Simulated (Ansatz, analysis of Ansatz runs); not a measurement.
# Neutral bond-centred H (muonium) in Ge: hyperfine coupling against experiment, part 2 of 2

Aim: the hyperfine coupling of the neutral bond-centred H (muonium) in Ge, to be set beside the measurement. Set-up: PBE, 64-site cell, PBE lattice, 350 eV, k: the single point 1/4 1/4 1/4 then 2x2x2 shifted 0.5 0.5 0.5. The model is a cell of 64 host atoms with 1 H put in. The isotropic coupling follows from the spin density at the nucleus, the nuclear g-factor and the total spin. This set-up takes another basis size than the usual one.

Ansatz 0.2.0; PBE, 64-site cell, PBE lattice, 350 eV, k: the single point 1/4 1/4 1/4 then 2x2x2 shifted 0.5 0.5 0.5.

So far: The starting structure; Relaxation, charge 0.

## Step 2: Relaxation, charge 0 (continued)

Level of this step: plane-wave PAW DFT, PBE; relaxation of all atoms of a defect supercell (Ansatz).

Step by step:

| step | energy less that of the first step (eV) | largest force component (eV/Å) |
| --- | --- | --- |
| 1 | 0.0000 | 0.7375 |
| 2 | -0.3444 | 0.2011 |
| 3 | -0.3623 | 0.0697 |
| 4 | -0.3643 | 0.0397 |
| 5 | -0.3658 | 0.0110 |

The atoms that moved most (Å, from the sites as typed, ahead of the random displacement, the mean shift of all atoms taken out):

| atom | dx | dy | dz | length |
| --- | --- | --- | --- | --- |
| H65 | 0.117 | -0.188 | 0.078 | 0.235 |
| Ge27 | -0.031 | 0.065 | 0.062 | 0.095 |
| Ge6 | -0.064 | 0.031 | -0.063 | 0.095 |
| Ge49 | 0.060 | 0.065 | -0.030 | 0.094 |
| Ge42 | 0.060 | -0.028 | 0.060 | 0.090 |
| Ge5 | -0.062 | -0.058 | 0.028 | 0.089 |
| Ge7 | 0.028 | -0.058 | -0.062 | 0.089 |
| Ge31 | 0.020 | 0.040 | 0.036 | 0.058 |

Neighbours of H65 at the end:

| atom | distance (Å) |
| --- | --- |
| Ge8 | 1.689 |
| Ge4 | 1.690 |
| Ge27 | 3.221 |
| Ge6 | 3.222 |
| Ge49 | 3.225 |
| Ge5 | 3.235 |
| Ge42 | 3.240 |
| Ge7 | 3.240 |

Read from the output:

| Quantity | Value |
| --- | --- |
| free energy | -274892.7027 eV |
| total moment | 1 μB |
| integral of the absolute spin density | 1.140 μB |
| spin contamination | 6.35e-4 |

The relaxation ends 5.6 meV an atom lower than the displaced start, with a largest force component of 0.011 eV/Å.

## Step 3: Contact spin densities

The relaxed structure is kept, and the final numbers are taken at the final level and k-points.

This step: plane-wave PAW DFT, PBE; single point of a defect supercell.

point/input.yaml reads:

```yaml
crystal:
  lattice:
    - [11.521292, 0.0, 0.0]
    - [0.0, 11.521292, 0.0]
    - [0.0, 0.0, 11.521292]
  atoms:
    - { symbol: Ge, position: [-0.003152352, -0.002739751, 0.24799029] }
    - { symbol: Ge, position: [-0.003234876, 0.248544282, -0.003420268] }
[... 1 atom line left out ...]
    - { symbol: Ge, position: [0.22799052, 0.228449797, 0.227805547] }
    - { symbol: Ge, position: [0.119711337, 0.120109113, 0.377326406] }
    - { symbol: Ge, position: [0.119523451, 0.377837944, 0.119440737] }
    - { symbol: Ge, position: [0.377515796, 0.120144036, 0.119535081] }
    - { symbol: Ge, position: [0.397276335, 0.397727573, 0.397210313] }
[... 8 atom lines left out ...]
    - { symbol: Ge, position: [-0.001202599, 0.500251652, 0.250248304] }
[... 3 atom lines left out ...]
    - { symbol: Ge, position: [0.125115509, 0.626486886, 0.374357306] }
[... 1 atom line left out ...]
    - { symbol: Ge, position: [0.3744437, 0.626482157, 0.124930668] }
[... 3 atom lines left out ...]
    - { symbol: Ge, position: [0.247410758, 0.505832744, 0.505287364] }
[... 14 atom lines left out ...]
    - { symbol: Ge, position: [0.505313664, 0.247748575, 0.505146008] }
[... 6 atom lines left out ...]
    - { symbol: Ge, position: [0.505302295, 0.505794419, 0.24728465] }
[... 15 atom lines left out ...]
    - { symbol: H, position: [0.311841599, 0.314201607, 0.312193047] }
basis:
  ecutwfc: 350
  xc_grid: 2
hamiltonian:
  xc: pbe
kpoints:
  mp_grid: { grid: [2, 2, 2], shift: [0.5, 0.5, 0.5] }
magnetization:
  spin_polarized: true
  initial_magnetization: 1
  spin_locking: { lock_magnetization: hard }
scf:
  occupations: { method: fermi_dirac, width: 0.01 }
  max_iter: 120
output:
  forces: true
  efg: {}
  eigenvalues: true
checkpoint:
  read: "../relax.run"
```

Run with:

```sh
$ ansatz run input.yaml --threads 8 --pin off --max-ram 14131MiB --backend cpu --events-out ev --progress --plain --runs-dir out
```

Numbers of over 12 decimals in the logs are rounded to 6 here.

The log of the run:

```text
[...]
Crystal: 65 atoms, lattice volume = 1529.338 Å³
Basis set: ecut = 350 eV, 22743 PW (Γ), exchange–correlation on 144×144×144 points (8 copies of the dense FFT grid, shifted against one another)
Bands: 539, of which v1, the nominal top of the filled ones, is band 449 counted from 1 (448 counted from 0)
Symmetry: 1 space group operations
[...]
k-points: 4 of 8 (time reversal used)
[...]
Stability of the state it starts from, as read at its close in the collinear treatment: not read negative (Ritz values of 1 − χ₀K, real part plus size of imaginary part, from 1.0 to 1.1, by its mixing steps under no symmetry); [...]
Starting moments: Σ|m| = 1 μB on 65 of 65 sites; this step starts from the density that it was given
[...]
atom   7  Ge V_zz =    +2.159737   η = 0.1706   by run symmetry: allowed
[...]
atom   8  Ge V_zz =   +16.111950   η = 0.0013   by run symmetry: allowed
[...]
atom  21  Ge V_zz =    +0.949452   η = 0.9343   by run symmetry: allowed
[...]
atom  27  Ge V_zz =    +2.168150   η = 0.1916   by run symmetry: allowed
[...]
atom  42  Ge V_zz =    +2.193500   η = 0.1665   by run symmetry: allowed
[...]
atom  49  Ge V_zz =    +2.160855   η = 0.1847   by run symmetry: allowed
[...]
atom  65  H  V_zz =    +1.541950   η = 0.0010   by run symmetry: allowed
[...]
--- Band table (eV; the first three rows and the last of 8) ---
[...]
[... further k-points left out ...]
[key lines of the parts left out:]
SCF converged after 9 iterations
Magnetization: 1.0000 μB (449.0000 up, 448.0000 down)
Free energy (F): -274892.748103 eV
Fermi energy:    7.969373 (↑ 8.227991, ↓ 7.760941) eV
```

Run time: 3.5 min. Hardware: 8 threads of Arm Neoverse V2, shared host; peak memory 9.2 GiB; 27 min of CPU time.

The column dr2 measures how far the density is from self-consistency, as an energy; F and HF (Harris–Foulkes) agree once it is small.

Read from the output:

- free energy: -274892.7481 eV
- total moment: 1 μB
- integral of the absolute spin density: 1.011 μB
- spin contamination: 1.56e-4

The atoms' spheres hold 0.46 of the 1 μB, none over 0.01 μB.

Contact couplings A = (2/3) μ0 ge μB gN μN ρs / (2S h), for each element's most abundant magnetic isotope:

| atom | isotope | distance from the centre (Å) | contact spin density (e/Å³) | A (MHz) |
| --- | --- | --- | --- | --- |
| Ge4 | 73Ge | 1.70 | 1.41 | -32.7 |
| Ge8 | 73Ge | 1.71 | 1.40 | -32.4 |
| Ge28 | 73Ge | 7.08 | 1.12 | -26.1 |
| Ge52 | 73Ge | 7.11 | 1.12 | -26.1 |
| Ge44 | 73Ge | 7.34 | 1.12 | -26.1 |
| Ge32 | 73Ge | 7.28 | 1.12 | -26.0 |
| Ge48 | 73Ge | 7.01 | 1.12 | -26.0 |
| Ge56 | 73Ge | 7.24 | 1.12 | -26.0 |
| Ge46 | 73Ge | 5.31 | 1.09 | -25.2 |
| Ge3 | 73Ge | 5.27 | 1.09 | -25.2 |

## Step 4: Summary of results

```json
{"1H (muon value / 3.1833)": "-5.7 MHz", "integral of the absolute spin density": "1.01 μB", "time of the whole chain": "6.8 min on 8 threads"}
```

In words: 1H (muon value / 3.1833): computed -5.7 MHz, measured -30.31 MHz (muon value divided by the ratio of moments 3.1833; muon (Mu, light H isotope)); 24.7 MHz (81 %) smaller in size than the measurement. The spin is not held on one site here (at most 0.01 μB on an atom), so the state computed is not the localised centre that was measured. Only the isotropic (Fermi contact) part is computed, with core polarisation; no vibrational averaging. Limits: the cell was relaxed at this lower cutoff, where the basis error moves the lattice constant.

[Logs are printed without paths, hosts, clocks, repeated set-up lines and the standing remarks that a program may print on its own settings, such as how far it seeks lower states.]

[Hosts, paths, dates, database ids (printed as entryN), source tags and the programs' standing remarks are cut or masked in the printed files.]

[For some hosts the program warned that the k-mesh of the response run may be too coarse for force constants and the static dielectric constant; such warnings are not shown here.]
